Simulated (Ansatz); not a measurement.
# Electron scattering at the Σ9 (114) boundary in bcc W, part 3 of 3

Aim: the relaxed structure and the specific resistance of the Σ9 (114) boundary in bcc W.

Ansatz 0.2.0; Ansatz plane-wave DFT, PBE, PAW files; relaxation of a bicrystal slab with its lowest layers held; PAW set soft_1 (the session's first sound run).

So far. Step 3 (Transmission across the boundary): Over the solved energies the transmission per spin lies between 1.20 and 1.25, out of 2.62 channels of the lead on average (up to 2.83). Step 4 (Specific resistance): Averaged over the energies near the Fermi level, 46.7 % of the channels pass, which makes 1.19 fΩ m².

**5. Single-crystal slab for reference**

The free faces cost energy too. A single-crystal slab with the same faces and held layers is relaxed, so that they cancel.

This step: Ansatz plane-wave DFT, PBE, PAW files; relaxation of a single-crystal slab with its lowest layers held; PAW set soft_1 (Ansatz 0.2.0).

System of this step: W slab, plane (1, 1, 4). The cell holds 26 atoms: 26 W. Cell: a = 5.248 Å, b = 4.476 Å, c = 29.649 Å, α = 90.0°, β = 90.0°, γ = 64.8°. It derives from W. Vacuum lies along c.

Input file input.yaml:

```yaml
crystal:
  lattice:
    - [5.2482270683, 0.0, 0.0]
    - [1.9084462066, 4.0484257627, 0.0]
    - [0.0, 0.0, 29.6487628425]
  atoms:
    - { symbol: W, position: [0.1111111112, 0.9444444447, 0.1686411007] }
    - { symbol: W, position: [0.6666666667, 0.6666666669, 0.1938006838] }
    - { symbol: W, position: [0.2222222223, 0.3888888891, 0.218960267] }
    - { symbol: W, position: [0.7777777778, 0.1111111113, 0.2441198501] }
    - { symbol: W, position: [0.3333333334, 0.8333333335, 0.2692794333] }
    - { symbol: W, position: [0.8888888889, 0.5555555557, 0.2944390164] }
    - { symbol: W, position: [0.4444444445, 0.277777778, 0.3195985995] }
    - { symbol: W, position: [1.0e-10, 2.0e-10, 0.3447581827] }
    - { symbol: W, position: [0.5555555556, 0.7222222224, 0.3699177658] }
    - { symbol: W, position: [0.1111111112, 0.4444444446, 0.3950773489] }
    - { symbol: W, position: [0.6666666667, 0.1666666668, 0.4202369321] }
    - { symbol: W, position: [0.2222222223, 0.888888889, 0.4453965152] }
    - { symbol: W, position: [0.7777777778, 0.6111111112, 0.4705560984] }
    - { symbol: W, position: [0.3333333334, 0.3333333334, 0.4957156815] }
    - { symbol: W, position: [0.8888888889, 0.0555555557, 0.5208752646] }
    - { symbol: W, position: [0.4444444445, 0.7777777779, 0.5460348478] }
    - { symbol: W, position: [0.0, 0.5000000001, 0.5711944309] }
    - { symbol: W, position: [0.5555555556, 0.2222222223, 0.5963540141] }
    - { symbol: W, position: [0.1111111111, 0.9444444445, 0.6215135972] }
    - { symbol: W, position: [0.6666666667, 0.6666666667, 0.6466731803] }
    - { symbol: W, position: [0.2222222222, 0.3888888889, 0.6718327635] }
    - { symbol: W, position: [0.7777777778, 0.1111111111, 0.6969923466] }
    - { symbol: W, position: [0.3333333333, 0.8333333334, 0.7221519297] }
    - { symbol: W, position: [0.8888888889, 0.5555555556, 0.7473115129] }
    - { symbol: W, position: [0.4444444444, 0.2777777778, 0.772471096] }
    - { symbol: W, position: [0.0, 0.0, 0.7976306792] }
kpoints:
  mp_grid: { grid: [6, 6, 1] }
hamiltonian:
  xc: pbe
  pseudopotentials: { kind: paw, azcp: { folder: soft_1 } }
scf:
  occupations: { method: fermi_dirac, width: 0.1 }
relax:
  f_tol: 0.03
  max_steps: 80
  constraints: [{ sites: [0, 1, 2, 3, 4] }]
```

Launch:

```
ansatz run input.yaml --threads 8 --pin off --max-ram 15360MiB --backend cpu --events-out ev --progress --plain --runs-dir out
```

Numbers of over 12 decimals in the logs are rounded to 6 here.

The log of the run:

```text
Warning: crystal.symmetry: narrowed to the stabiliser of the relax constraints — unitary ops 4 → 2; lowered at sites 0, 1, 2, 3, 4, 21, 22, 23, 24, 25 (the operations that carried what is held of a site onto what its image site leaves free; the constrained walk keeps no symmetry that its constraints do not admit)
[...]
Crystal: 26 atoms, lattice volume = 629.949 Å³
Basis set: ecut = 420 eV, 12319 PW (Γ), exchange–correlation on 72×60×400 points (8 copies of the dense FFT grid, shifted against one another)
Bands: 219, of which v1, the nominal top of the filled ones, is band 182 counted from 1 (181 counted from 0)
Symmetry: 2 space group operations
k-points: 13 of 36 (time reversal used)
[...]
SCF iter   1: F=—  HF=-270035.261258 eV  |F-HF|=—  |Δ(HF+E_count)|=         —  Δρ=5.81e-2  dr2=2.30e2  ethr=3.10e-3  ⟨swp⟩=8.8  Hψ=13327  notcnv=0
[...]
SCF iter   9: F=-270023.586543 eV  HF=-270023.586545 eV  |F-HF|=1.43e-6  |Δ(HF+E_count)|=   3.78e-6  Δρ=1.98e-5  dr2=7.73e-6  ethr=6.18e-9  ⟨swp⟩=3.4  Hψ=10440  notcnv=0
SCF 1 converged in 9 iterations: F = -270023.586543 eV  dr2 = 7.73e-6
[...]
relax step   1: F+E_penalty+E_count = -270023.58654331 eV  Δ(F+E_penalty+E_count) = +0.000e0 eV  max|allowed force component| = 2.538e0 eV/Å  Δτ_max = 0.0000 Å  (9 SCF iters, dr2 threshold 2.25e-5 eV, accepted)
[...]
SCF iter   6: F=-270023.876269 eV  HF=-270023.876297 eV  |F-HF|=2.73e-5  |Δ(HF+E_count)|=   3.27e-5  Δρ=4.23e-5  dr2=4.14e-5  ethr=5.42e-9  ⟨swp⟩=2.2  Hψ=10839  notcnv=0
SCF 2 converged in 6 iterations: F = -270023.876269 eV  dr2 = 4.14e-5
relax step   2: F+E_penalty+E_count = -270023.87626935 eV  Δ(F+E_penalty+E_count) = -2.897e-1 eV  max|allowed force component| = 1.138e0 eV/Å  Δτ_max = 0.1910 Å  (6 SCF iters, dr2 threshold 1.00e-4 eV, accepted)
[...]
SCF iter   6: F=-270023.945056 eV  HF=-270023.945073 eV  |F-HF|=1.71e-5  |Δ(HF+E_count)|=   1.93e-5  Δρ=4.79e-5  dr2=3.75e-5  ethr=1.66e-8  ⟨swp⟩=3.0  Hψ=11394  notcnv=0
SCF 3 converged in 6 iterations: F = -270023.945056 eV  dr2 = 3.75e-5
relax step   3: F+E_penalty+E_count = -270023.94505579 eV  Δ(F+E_penalty+E_count) = -6.879e-2 eV  max|allowed force component| = 4.144e-1 eV/Å  Δτ_max = 0.1467 Å  (6 SCF iters, dr2 threshold 8.10e-5 eV, accepted)
[...]
relax step   4: F+E_penalty+E_count = -270023.96173661 eV  Δ(F+E_penalty+E_count) = -1.668e-2 eV  max|allowed force component| = 1.105e-1 eV/Å  Δτ_max = 0.0479 Å  (5 SCF iters, dr2 threshold 2.28e-5 eV, accepted)
[...]
relax step   5: F+E_penalty+E_count = -270023.96358771 eV  Δ(F+E_penalty+E_count) = -1.851e-3 eV  max|allowed force component| = 3.400e-2 eV/Å  Δτ_max = 0.0174 Å  (7 SCF iters, accepted)
SCF iter   1: F=—  HF=-270023.964417 eV  |F-HF|=—  |Δ(HF+E_count)|=         —  Δρ=4.14e-4  dr2=2.45e-3  ethr=1.16e-5  ⟨swp⟩=2.2  Hψ=4308  notcnv=0
[...]
SCF iter   6: F=-270023.963713 eV  HF=-270023.963713 eV  |F-HF|=2.57e-8  |Δ(HF+E_count)|=   1.05e-8  Δρ=1.51e-6  dr2=4.45e-8  ethr=2.75e-11  ⟨swp⟩=5.4  Hψ=9575  notcnv=0
SCF 6 converged in 6 iterations: F = -270023.963713 eV  dr2 = 4.45e-8
relax step   6: F+E_penalty+E_count = -270023.96371330 eV  Δ(F+E_penalty+E_count) = -1.256e-4 eV  max|allowed force component| = 1.437e-2 eV/Å  Δτ_max = 0.0050 Å  (6 SCF iters, accepted)
SCF converged after 6 iterations
Free energy (F): -270023.963713 eV
[...]
Internal energy: -270023.473718 eV  (E = F + TS)
E sigma→0 (E₀):  -270023.718716 eV
Entropy (-TS):   -0.489995 eV (-18.846 meV/atom)
Fermi energy:    13.312200 eV
[...]
--- Forces (eV/Å), atoms counted from 1 ---
  atom   1  W      0.14619618    -0.06891754     2.54873594
  atom   2  W     -0.42865045     0.20206776     0.17942238
  atom   3  W     -0.00713407     0.00336303    -1.35953868
  atom   4  W     -0.02341043     0.01103578    -1.30742804
  atom   5  W      0.31396902    -0.14800641    -0.06631148
  atom   6  W     -0.00077358     0.00036467     0.00101723
  atom   7  W     -0.00109247     0.00051500    -0.00022214
  atom   8  W     -0.00032576     0.00015356    -0.00020192
  atom   9  W     -0.00055642     0.00026230     0.00091264
  atom  10  W      0.00013599    -0.00006410     0.00029643
  atom  11  W      0.00106705    -0.00050301     0.00129015
  atom  12  W     -0.00060624     0.00028579    -0.00074903
  atom  13  W      0.00001665    -0.00000785     0.00351319
  atom  14  W      0.00067108    -0.00031635    -0.00417948
  atom  15  W      0.00284328    -0.00134033     0.00438182
  atom  16  W      0.00246440    -0.00116173    -0.00479670
  atom  17  W      0.00361493    -0.00170409     0.00803747
  atom  18  W     -0.00229951     0.00108400    -0.00789230
  atom  19  W      0.00131892    -0.00062174     0.00520588
  atom  20  W     -0.00127128     0.00059929    -0.00300797
  atom  21  W     -0.00028270     0.00013327     0.00836078
  atom  22  W     -0.00082932     0.00039094    -0.01436656
  atom  23  W     -0.00032847     0.00015484    -0.00203468
  atom  24  W     -0.00218900     0.00103190     0.00178265
  atom  25  W      0.00078833    -0.00037162     0.00573174
  atom  26  W     -0.00333260     0.00157100     0.00206337
  max |Σ_I F_I| component: 2.27e-5 eV/Å
--- Relaxed structure (6 steps of the walk, 6 accepted, 0 SCFs on fresh bases) ---
  F+E_penalty+E_count = -270023.96371330 eV   max|allowed force component| = 1.437e-2 eV/Å
  atoms:
    - { symbol: W, position: [0.111111, 0.944444, 0.168641] }
    - { symbol: W, position: [0.666667, 0.666667, 0.193801] }
    - { symbol: W, position: [0.222222, 0.388889, 0.218960] }
    - { symbol: W, position: [0.777778, 0.111111, 0.244120] }
    - { symbol: W, position: [0.333333, 0.833333, 0.269279] }
    - { symbol: W, position: [0.889771, 0.555115, 0.294748] }
    - { symbol: W, position: [0.444048, 0.277976, 0.320422] }
    - { symbol: W, position: [-0.00176743, 0.000883717, 0.345505] }
    - { symbol: W, position: [0.553494, 0.723253, 0.371199] }
    - { symbol: W, position: [0.108863, 0.445568, 0.396235] }
    - { symbol: W, position: [0.665329, 0.167335, 0.421882] }
    - { symbol: W, position: [0.220659, 0.889670, 0.447238] }
    - { symbol: W, position: [0.776251, 0.611875, 0.472823] }
    - { symbol: W, position: [0.331054, 0.334473, 0.498013] }
    - { symbol: W, position: [0.886568, 0.056716, 0.523725] }
    - { symbol: W, position: [0.441675, 0.779162, 0.549160] }
    - { symbol: W, position: [-0.00204574, 0.501023, 0.574543] }
    - { symbol: W, position: [0.553300, 0.223350, 0.599528] }
    - { symbol: W, position: [0.109760, 0.945120, 0.625496] }
    - { symbol: W, position: [0.663597, 0.668201, 0.650570] }
    - { symbol: W, position: [0.216732, 0.391634, 0.675994] }
    - { symbol: W, position: [0.770340, 0.114830, 0.700838] }
    - { symbol: W, position: [0.332054, 0.833973, 0.728201] }
    - { symbol: W, position: [0.888588, 0.555706, 0.753405] }
    - { symbol: W, position: [0.460278, 0.269861, 0.775078] }
    - { symbol: W, position: [-0.00460316, 0.00230158, 0.796596] }
```

Run time: 5.2 min. Hardware: 8 threads of Arm Neoverse N1, shared host; peak memory 4.9 GiB; 41 min of CPU time.

Relaxation path:

| step | energy less that of the first step (eV) | largest force component (eV/Å) |
| --- | --- | --- |
| 1 | 0.0000 | 2.5380 |
| 2 | -0.2897 | 1.1383 |
| 3 | -0.3585 | 0.4144 |
| 4 | -0.3752 | 0.1105 |
| 5 | -0.3770 | 0.0340 |
| 6 | -0.3772 | 0.0144 |

The atoms that moved most (Å):

| atom | dx | dy | dz | length |
| --- | --- | --- | --- | --- |
| W24 | -0.001 | 0.001 | 0.181 | 0.181 |
| W23 | -0.005 | 0.003 | 0.179 | 0.179 |
| W21 | -0.024 | 0.011 | 0.123 | 0.126 |
| W22 | -0.032 | 0.015 | 0.114 | 0.119 |
| W19 | -0.006 | 0.003 | 0.118 | 0.118 |
| W20 | -0.013 | 0.006 | 0.116 | 0.116 |
| W25 | 0.068 | -0.032 | 0.077 | 0.108 |
| W17 | -0.009 | 0.004 | 0.099 | 0.100 |

The relaxed structure:

```cif
data_structure
_symmetry_space_group_name_H-M 'P 1'
_symmetry_Int_Tables_number 1
_cell_length_a 5.2482
_cell_length_b 4.4757
_cell_length_c 29.6488
_cell_angle_alpha 90.000
_cell_angle_beta 90.000
_cell_angle_gamma 64.761
_cell_volume 629.95
loop_
_atom_site_label
_atom_site_type_symbol
_atom_site_fract_x
_atom_site_fract_y
_atom_site_fract_z
_atom_site_occupancy
W1 W 0.11111 0.94444 0.16864 1
W2 W 0.66667 0.66667 0.19380 1
W3 W 0.22222 0.38889 0.21896 1
W4 W 0.77778 0.11111 0.24412 1
W5 W 0.33333 0.83333 0.26928 1
W6 W 0.88977 0.55511 0.29475 1
W7 W 0.44405 0.27798 0.32042 1
W8 W 0.99823 0.00088 0.34550 1
W9 W 0.55349 0.72325 0.37120 1
W10 W 0.10886 0.44557 0.39623 1
W11 W 0.66533 0.16734 0.42188 1
W12 W 0.22066 0.88967 0.44724 1
W13 W 0.77625 0.61187 0.47282 1
W14 W 0.33105 0.33447 0.49801 1
W15 W 0.88657 0.05672 0.52373 1
W16 W 0.44168 0.77916 0.54916 1
W17 W 0.99795 0.50102 0.57454 1
W18 W 0.55330 0.22335 0.59953 1
W19 W 0.10976 0.94512 0.62550 1
W20 W 0.66360 0.66820 0.65057 1
W21 W 0.21673 0.39163 0.67599 1
W22 W 0.77034 0.11483 0.70084 1
W23 W 0.33205 0.83397 0.72820 1
W24 W 0.88859 0.55571 0.75341 1
W25 W 0.46028 0.26986 0.77508 1
W26 W 0.99540 0.00230 0.79660 1
```

This step gave:

| Item | Value |
| --- | --- |
| free energy | -270023.9637 eV |
| energy at zero smearing | -270023.7187 eV |
| Fermi energy | 13.31 eV |

The largest force component on a free atom ends at 0.014 eV/Å, under the tolerance of 0.03, after 6 steps.

**6. Bulk reference**

The perfect crystal gives the energy per atom, for the atoms by which bicrystal and slab differ.

This step: Ansatz plane-wave DFT, PBE, PAW files; bulk reference; PAW set soft_1 (Ansatz 0.2.0).

System of this step: W. Symmetry: Im-3m, No. 229, cubic system. The conventional cell has a = 3.165 Å, b = 3.165 Å, c = 3.165 Å, α = 90.00°, β = 90.00°, γ = 90.00°. W has 8 W at 2.74 Å nearest.

input.yaml, the sections that differ from step 5:

```yaml
crystal:
  lattice:
    - [-1.5824, 1.5824, 1.5824]
    - [1.5824, -1.5824, 1.5824]
    - [1.5824, 1.5824, -1.5824]
  atoms:
    - { symbol: W, position: [0.0, 0.0, 0.0] }
kpoints:
  mp_grid: { grid: [19, 19, 19] }
# hamiltonian, scf: as in step 5
# relax: removed
```

The log of the run:

```text
[...]
Crystal: 1 atoms, lattice volume = 15.849 Å³
Basis set: ecut = 420 eV, 321 PW (Γ)
Bands: 11, of which v1, the nominal top of the filled ones, is band 7 counted from 1 (6 counted from 0)
Symmetry: 48 space group operations
[...]
k-points: 220 of 6859
[...]
SCF iter   1: F=—  HF=-10386.114845 eV  |F-HF|=—  |Δ(HF+E_count)|=         —  Δρ=6.30e-2  dr2=5.37e-1  ethr=3.10e-3  ⟨swp⟩=5.0  Hψ=12597  notcnv=0
[...]
SCF iter   6: F=-10385.924644 eV  HF=-10385.924644 eV  |F-HF|=9.30e-10  |Δ(HF+E_count)|=   1.48e-8  Δρ=3.40e-6  dr2=1.25e-9  ethr=6.35e-10  ⟨swp⟩=1.0  Hψ=6463  notcnv=0
SCF 1 converged in 6 iterations: F = -10385.924644 eV  dr2 = 1.25e-9
[...]
SCF converged after 6 iterations
Free energy (F): -10385.924644 eV
[...]
Internal energy: -10385.910479 eV  (E = F + TS)
E sigma→0 (E₀):  -10385.917561 eV
Entropy (-TS):   -0.014165 eV (-14.165 meV/atom)
Fermi energy:    22.404939 eV
[...]
```

The job ended after 0.65 s (8 threads; peak memory 0.29 GiB).

This step gave:

| Property | Result |
| --- | --- |
| free energy | -10385.9246 eV |
| energy at zero smearing | -10385.9176 eV |
| Fermi energy | 22.40 eV |

**7. Boundary energy**

This step: Ansatz plane-wave DFT, PBE, PAW files; bicrystal less single-crystal slab less bulk atoms, a boundary area; PAW set soft_1 (Ansatz 0.2.0).

Numbers from this step:

* excess energy of the cell: 3.247 eV
* boundary energy: 2.449 J/m²

The boundary costs 2.4 J/m².

By hand: 3.25 eV / 21.25 Å² × 16.02 = 2.45 J/m².

**8. Results**

```yaml
specific_resistance_of_the_boundary: 1.19 fΩ m²
share_of_channels_that_pass: 0.467
boundary_energy: 2.45 J/m²
```

In words: The boundary has a specific resistance of 1.2 fΩ m² and an energy of 2.4 J/m². The boundary reflects 53 % of the channels; 1.2 fΩ m² is 12×10⁻¹² Ω·cm². That equals the resistance of 22 nm of bulk W at 300 K (measured 5.44 µΩ cm, CRC Handbook of Chemistry and Physics, 84th ed., 2003, Electrical Resistivity of Pure Metals). One starting structure was relaxed; another shift or atom count at the boundary may lie lower. Spin-orbit coupling is left out, which matters for W.

[Logs are printed without paths, hosts, clocks, repeated set-up lines and the standing remarks that a program may print on its own settings, such as how far it seeks lower states.]

[Hosts, paths, dates, database ids (printed as entryN), source tags and the programs' standing remarks are cut or masked in the printed files.]
